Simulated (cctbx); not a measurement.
**TbScTe2S with cctbx, script by script**

Library: cctbx 2025.11. The data are simulated by the first script.

## 1. Simulate the data

run.py:

```python
from cctbx import adptbx, crystal, miller, sgtbx, xray
from cctbx.array_family import flex
from iotbx.shelx import hklf
from scitbx import matrix
import scitbx.random

cs = crystal.symmetry(unit_cell=(7.802, 10.694, 23.048, 90, 90, 90), space_group_symbol='Hall: F 2 2 -1d')  # Fddd
atoms = [  # label, site, U (iso, or U11 U22 U33 U12 U13 U23 in A^2), occupancy
    ("Tb1", (0, 0, 0.4157), (0.0275, 0.0158, 0.0172, 0.0069, 0.0000, 0.0000), 1),
    ("Te1", (0.9876, 0.2487, 0.4202), (0.0151, 0.0140, 0.0142, 0.0012, -0.0025, 0.0002), 1),
    ("Sc1", (0.5, 0, 0.2526), (0.0382, 0.0393, 0.0376, -0.0091, 0.0000, 0.0000), 1),
    ("S1", (0.2664, 0, 0), (0.0380, 0.0287, 0.0368, 0.0000, 0.0000, 0.0099), 1),
]
xs = xray.structure(crystal_symmetry=cs)
for label, site, u, occ in atoms:
    u = adptbx.u_cif_as_u_star(cs.unit_cell(), u) if isinstance(u, tuple) else u
    xs.add_scatterer(xray.scatterer(label, site=site, u=u, occupancy=occ))
xs.set_inelastic_form_factors(0.71073, "sasaki")
xs.show_summary()
p1 = xs.expand_to_p1()
ms = miller.build_set(p1, anomalous_flag=True, d_min=0.65)
flex.set_random_seed(270606)
scitbx.random.set_random_seed(270606)
ms = ms.select(flex.random_double(ms.size()) < 0.7)
i = ms.structure_factors_from_scatterers(p1, algorithm="direct").f_calc().as_intensity_array().data()
i = i * 40000 / flex.max(i)
sig = flex.sqrt(i + flex.pow2(0.06 * i) + 2 ** 2)
noise = scitbx.random.variate(scitbx.random.normal_distribution())(i.size())
data = ms.array(data=i + sig * noise, sigmas=sig).set_observation_type_xray_intensity()
with open("data.hkl", "w") as f:
    data.export_as_shelx_hklf(f)
print("reflections written:", data.size(), " <I/sigma> = %.1f" % flex.mean(data.data() / data.sigmas()))
for h, a, b in list(data.sort("data"))[:12]:
    print("%4d%4d%4d %9.1f %7.1f" % (h + (a, b)))
```

```console
$ python run.py
```

```text
Number of scatterers: 4
At special positions: 3
Unit cell: (7.802, 10.694, 23.048, 90, 90, 90)
Space group: F d d d :1 (No. 70)
reflections written: 20536  <I/sigma> = 1.8
   0  -4   0   40567.4  2408.3
  -2   0   6   38482.8  2354.5
   0   0 -12   31022.1  1677.4
   2  -4   6   30691.9  1687.5
   2   4  -6   28264.4  1687.5
  -2  -4  -6   28252.2  1687.5
   2  -4  -6   27579.1  1687.5
  -2  -4   6   26961.9  1687.5
   0   0  12   25868.0  1677.4
   2   4   6   25230.0  1687.5
   0   4 -12   21105.7  1278.7
   0   4  12   20640.5  1278.7
```

Run time: 0.34 s on 1 thread of Arm Neoverse V2, with other jobs on the host, peak memory 0.08 GiB.

## 2. Refinement (right model, isotropic)

run.py:

```python
import math
from cctbx import adptbx, crystal, maptbx, sgtbx, xray
from cctbx.array_family import flex
from cctbx.xray import observations
from iotbx.shelx import hklf
from scitbx.lstbx import normal_eqns_solving
from smtbx import absolute_structure, utils
from smtbx.refinement import constraints, least_squares

cs = crystal.symmetry(unit_cell=(7.802, 10.694, 23.048, 90, 90, 90), space_group_symbol='Hall: F 2 2 -1d')  # Fddd
atoms = [  # label, site, U (iso, or U11 U22 U33 U12 U13 U23 in A^2), occupancy
    ("Tb1", (0, 0, 0.4135), 0.0200, 1),
    ("Te1", (0.9766, 0.2516, 0.4202), 0.0200, 1),
    ("Sc1", (0.5, 0, 0.2518), 0.0200, 1),
    ("S1", (0.2774, 0, 0), 0.0200, 1),
]
xs = xray.structure(crystal_symmetry=cs)
for label, site, u, occ in atoms:
    u = adptbx.u_cif_as_u_star(cs.unit_cell(), u) if isinstance(u, tuple) else u
    xs.add_scatterer(xray.scatterer(label, site=site, u=u, occupancy=occ))
xs.set_inelastic_form_factors(0.71073, "sasaki")
raw = hklf.reader(file_name="data.hkl").as_miller_arrays(crystal_symmetry=cs, anomalous=True)[0]
merged = raw.eliminate_sys_absent().merge_equivalents()
fo2 = merged.array().set_observation_type_xray_intensity()
print("Rint %.3f, %d unique reflections to %.2f A" % (merged.r_int(), fo2.size(), fo2.d_min()))
for sc in xs.scatterers():
    sc.flags.set_grad_site(True)
    sc.flags.set_grad_u_aniso(sc.flags.use_u_aniso())
    sc.flags.set_grad_u_iso(sc.flags.use_u_iso())
obs = fo2.as_xray_observations()
extra = {}
rep = constraints.reparametrisation(xs, [], utils.connectivity_table(xs), **extra)
ls = least_squares.crystallographic_ls(obs, rep, weighting_scheme=least_squares.mainstream_shelx_weighting(a=0, b=0))
print("cycle     R1     wR2    GooF  max shift (A)")
for cycle in range(8):
    ls.build_up()
    r1, wr2, goof = ls.r1_factor(cutoff_factor=2)[0], ls.wR2(), ls.goof()
    old = xs.sites_cart()
    normal_eqns_solving.levenberg_marquardt_iterations(ls, n_max_iterations=3, tau=1e-06, step_threshold=1e-7)
    big = flex.max((xs.sites_cart() - old).norms())
    print("%4d %7.4f %7.4f %7.3f %9.5f" % (cycle + 1, r1, wr2, goof, big))
    ls.build_up(objective_only=True)
    if abs(ls.wR2() - wr2) < 5e-5 and big < 5e-4:
        break
ls.build_up()
print("final R1 %.4f wR2 %.4f GooF %.3f  parameters %d  data/parameter %.1f" % (ls.r1_factor(cutoff_factor=2)[0], ls.wR2(), ls.goof(), ls.n_parameters, fo2.size() / ls.n_parameters))
cov = ls.covariance_matrix_and_annotations()
su = dict(zip(cov.annotations, (math.sqrt(max(v, 0)) for v in cov.matrix.matrix_packed_u_diagonal())))
a2 = cs.unit_cell().reciprocal_parameters()[0] ** -2
print("atom        x        y        z      Ueq    occ   su(xyz)  su(Uiso or U11)")
for sc in xs.scatterers():
    s = max(su.get(sc.label + k, 0) for k in (".x", ".y", ".z"))
    npd = "" if sc.is_positive_definite_u(cs.unit_cell()) else "  NPD"
    print("%-5s %8.5f %8.5f %8.5f %8.4f %6.3f %8.5f %7.4f%s" % ((sc.label,) + sc.site + (sc.u_iso_or_equiv(cs.unit_cell()), sc.occupancy, s, su.get(sc.label + ".uiso", su.get(sc.label + ".u11", 0) * a2), npd)))
fo = fo2.f_sq_as_f()
fc = fo.structure_factors_from_scatterers(xs, algorithm="direct").f_calc()
diff = fo.f_obs_minus_f_calc(1 / math.sqrt(ls.scale_factor()), fc).average_bijvoet_mates()
m = diff.fft_map(symmetry_flags=maptbx.use_space_group_symmetry, resolution_factor=0.25).apply_volume_scaling()
print("difference map: max %.2f min %.2f rms %.2f" % (m.statistics().max(), m.statistics().min(), m.statistics().sigma()))
peaks = m.peak_search(parameters=maptbx.peak_search_parameters(min_distance_sym_equiv=0.6, max_clusters=6)).all()
near = xs.closest_distances(peaks.sites(), distance_cutoff=4)
sps = cs.special_position_settings(min_distance_sym_equiv=0.5)
for k, (x, h) in enumerate(zip(peaks.sites(), peaks.heights())):
    ss = sps.site_symmetry(x)
    print("Q%-3d %7.4f %7.4f %7.4f %4d %7.2f  %.2f A from %s" % ((k + 1,) + tuple(t % 1 for t in ss.exact_site()) + (ss.multiplicity(), h, near.smallest_distances[k], xs.scatterers()[near.i_seqs[k]].label)))
```

```console
$ python run.py
```

```text
Rint 0.047, 919 unique reflections to 0.65 A
cycle     R1     wR2    GooF  max shift (A)
   1  0.3558  0.6737  13.728   0.08757
   2  0.0830  0.2411   4.913   0.05571
   3  0.0774  0.2259   4.604   0.00007
final R1 0.0774 wR2 0.2259 GooF 4.604  parameters 10  data/parameter 91.9
atom        x        y        z      Ueq    occ   su(xyz)  su(Uiso or U11)
Tb1    0.00000  0.00000  0.41570   0.0213  1.000  0.00005  0.0003
Te1    0.98781  0.24858  0.42026   0.0157  1.000  0.00011  0.0003
Sc1    0.50000  0.00000  0.25271   0.0410  1.000  0.00028  0.0015
S1     0.26986  0.00000  0.00000   0.0393  1.000  0.00110  0.0017
difference map: max 16.77 min -12.37 rms 0.91
Q1    0.0461  0.0144  0.4160   32   16.95  0.39 A from Tb1
Q2    0.0233  0.2345  0.0874   32    6.35  0.37 A from Te1
Q3    0.0430  0.2328  0.5759   32    6.24  0.31 A from Te1
Q4    0.0132  0.2500  0.2500   16    4.71  0.26 A from S1
Q5    0.0324  0.0845  0.5841   32    3.17  0.94 A from Tb1
Q6    0.0486  0.0281  0.0879   32    2.66  2.44 A from Te1
```

Time: 0.5 s.

Figures of merit this high mean that the model is still wrong or incomplete.

## 3. Refinement (right model, anisotropic)

run.py, as its changes from the last script of this kind:

```diff
@@ -12,4 +12,4 @@
-    ("Tb1", (0, 0, 0.4135), 0.0200, 1),
-    ("Te1", (0.9766, 0.2516, 0.4202), 0.0200, 1),
-    ("Sc1", (0.5, 0, 0.2518), 0.0200, 1),
-    ("S1", (0.2774, 0, 0), 0.0200, 1),
+    ("Tb1", (0, 0, 0.4157), 0.0213, 1),
+    ("Te1", (0.98781, 0.24858, 0.42026), 0.0157, 1),
+    ("Sc1", (0.5, 0, 0.25271), 0.0410, 1),
+    ("S1", (0.26986, 0, 0), 0.0393, 1),
@@ -21,0 +22 @@
+xs.convert_to_anisotropic()
```

```console
$ python run.py
```

```text
Rint 0.047, 919 unique reflections to 0.65 A
cycle     R1     wR2    GooF  max shift (A)
   1  0.0773  0.2259   4.640   0.02450
   2  0.0170  0.0450   0.924   0.00097
   3  0.0170  0.0450   0.924   0.00005
final R1 0.0170 wR2 0.0450 GooF 0.924  parameters 24  data/parameter 38.3
atom        x        y        z      Ueq    occ   su(xyz)  su(Uiso or U11)
Tb1    0.00000  0.00000  0.41570   0.0202  1.000  0.00001  0.0001
Te1    0.98760  0.24865  0.42020   0.0144  1.000  0.00002  0.0001
Sc1    0.50000  0.00000  0.25268   0.0383  1.000  0.00005  0.0006
S1     0.26659  0.00000  0.00000   0.0345  1.000  0.00020  0.0007
difference map: max 0.95 min -0.88 rms 0.26
Q1    0.0896  0.1879  0.4123   32    0.99  1.04 A from Te1
Q2    0.0488  0.0780  0.4169   32    0.97  0.92 A from Tb1
Q3    0.0000  0.0000  0.5000    8    0.94  1.82 A from S1
Q4    0.1200  0.1552  0.1853   32    0.90  2.04 A from Te1
Q5    0.0000  0.0000  0.2987   16    0.87  1.18 A from Sc1
Q6    0.0053  0.1276  0.1740   32    0.83  2.17 A from Sc1
```

Time: 0.5 s.

## 4. Refinement

run.py, as its changes from the last script of this kind:

```diff
@@ -15,0 +16 @@
+    ("S2", (0.588, 0.481, 0.12), 0.0300, 1),
@@ -22 +22,0 @@
-xs.convert_to_anisotropic()
@@ -36 +36 @@
-for cycle in range(8):
+for cycle in range(12):
```

```console
$ python run.py
```

```text
Rint 0.047, 919 unique reflections to 0.65 A
cycle     R1     wR2    GooF  max shift (A)
   1  0.2426  0.5859  11.965   0.10373
   2  0.0984  0.2680   5.474   0.30255
   3  0.0813  0.2323   4.745   0.80391
   4  0.0795  0.2283   4.663   1.14524
   5  0.0779  0.2265   4.627   0.07181
   6  0.0778  0.2265   4.627   0.02945
   7  0.0778  0.2265   4.627   0.01662
   8  0.0778  0.2265   4.627   0.01010
   9  0.0778  0.2265   4.627   0.00629
  10  0.0778  0.2265   4.627   0.00395
  11  0.0778  0.2265   4.627   0.00249
  12  0.0779  0.2265   4.627   0.00157
final R1 0.0779 wR2 0.2265 GooF 4.627  parameters 14  data/parameter 65.6
atom        x        y        z      Ueq    occ   su(xyz)  su(Uiso or U11)
Tb1    0.00000  0.00000  0.41570   0.0213  1.000  0.00005  0.0003
Te1    0.98782  0.24859  0.42026   0.0156  1.000  0.00011  0.0003
Sc1    0.50000  0.00000  0.25272   0.0410  1.000  0.00029  0.0015
S1     0.27000  0.00000  0.00000   0.0393  1.000  0.00111  0.0017
S2     0.57982  0.36248  0.19145   1.0000  1.000  0.03976  0.1787
difference map: max 16.80 min -12.40 rms 0.92
Q1    0.0460  0.0144  0.4160   32   16.99  0.39 A from Tb1
Q2    0.0233  0.2345  0.0874   32    6.58  0.37 A from Te1
Q3    0.0425  0.2330  0.5760   32    6.40  0.30 A from Te1
Q4    0.0129  0.2500  0.2500   16    4.79  0.26 A from S1
Q5    0.0326  0.0845  0.5840   32    3.07  0.94 A from Tb1
Q6    0.0483  0.0281  0.0884   32    2.86  2.44 A from Te1
```

Time: 0.94 s.

This run holds a fault made on purpose: spurious atom: S2.

## 5. Refinement

run.py, as its changes from the last script of this kind:

```diff
@@ -16 +15,0 @@
-    ("S2", (0.588, 0.481, 0.12), 0.0300, 1),
@@ -22,0 +22 @@
+xs.convert_to_anisotropic()
@@ -24 +24 @@
-merged = raw.eliminate_sys_absent().merge_equivalents()
+merged = raw.eliminate_sys_absent().resolution_filter(d_min=1.3).merge_equivalents()
```

```console
$ python run.py
```

```text
Rint 0.043, 117 unique reflections to 1.30 A
cycle     R1     wR2    GooF  max shift (A)
   1  0.0265  0.0957   2.605   0.02856
   2  0.0142  0.0380   1.033   0.00014
final R1 0.0142 wR2 0.0379 GooF 1.032  parameters 24  data/parameter 4.9
atom        x        y        z      Ueq    occ   su(xyz)  su(Uiso or U11)
Tb1    0.00000  0.00000  0.41567   0.0195  1.000  0.00003  0.0010
Te1    0.98764  0.24858  0.42019   0.0137  1.000  0.00008  0.0011
Sc1    0.50000  0.00000  0.25282   0.0350  1.000  0.00013  0.0044
S1     0.26622  0.00000  0.00000   0.0357  1.000  0.00061  0.0054
difference map: max 0.39 min -0.38 rms 0.12
Q1    0.0921  0.1963  0.6690   32    0.40  1.36 A from Tb1
Q2    0.0126  0.0724  0.2931   32    0.36  1.31 A from Sc1
Q3    0.0292  0.0447  0.5350   32    0.32  1.26 A from Tb1
Q4    0.0131  0.2328  0.2044   32    0.26  1.09 A from S1
Q5    0.1223  0.0900  0.4174   32    0.25  1.36 A from Tb1
Q6    0.0000  0.0000  0.3679   16    0.25  1.10 A from Tb1
```

Time: 0.4 s.

This run holds a fault made on purpose: data cut at low resolution.

## 6. Refinement

run.py, as its changes from the last script of this kind:

```diff
@@ -14 +14 @@
-    ("Sc1", (0.5, 0, 0.25271), 0.0410, 1),
+    ("Y1", (0.5, 0, 0.25271), 0.0410, 1),
@@ -24 +24 @@
-merged = raw.eliminate_sys_absent().resolution_filter(d_min=1.3).merge_equivalents()
+merged = raw.eliminate_sys_absent().merge_equivalents()
```

```console
$ python run.py
```

```text
Rint 0.047, 919 unique reflections to 0.65 A
cycle     R1     wR2    GooF  max shift (A)
   1  0.1414  0.3850   7.907   0.02405
   2  0.0480  0.1550   3.183   0.00260
   3  0.0492  0.1543   3.169   0.00045
final R1 0.0492 wR2 0.1543 GooF 3.169  parameters 24  data/parameter 38.3
atom        x        y        z      Ueq    occ   su(xyz)  su(Uiso or U11)
Tb1    0.00000  0.00000  0.41570   0.0197  1.000  0.00003  0.0004
Te1    0.98738  0.24865  0.42029   0.0140  1.000  0.00008  0.0003
Y1     0.50000  0.00000  0.25261   0.0812  1.000  0.00020  0.0035
S1     0.26717  0.00000  0.00000   0.0369  1.000  0.00076  0.0027
difference map: max 6.00 min -7.75 rms 0.80
Q1    0.0000  0.0000  0.4154   16    6.03  0.01 A from Tb1
Q2    0.9976  0.2511  0.0837   32    5.99  0.12 A from Te1
Q3    0.0000  0.0000  0.2473   16    3.85  0.00 A from Y1
Q4    0.0089  0.2500  0.7500   16    2.46  0.06 A from S1
Q5    0.0892  0.1883  0.4121   32    1.20  1.04 A from Te1
Q6    0.0428  0.0887  0.4189   32    1.17  1.01 A from Tb1
```

Run time: 0.5 s on 1 thread of Arm Neoverse V2, with other jobs on the host, peak memory 0.09 GiB.

This run holds a fault made on purpose: wrong element: Y1 is Sc.

[Logs are printed without paths, hosts, clocks, repeated set-up lines and the standing remarks that a program may print on its own settings, such as how far it seeks lower states.]
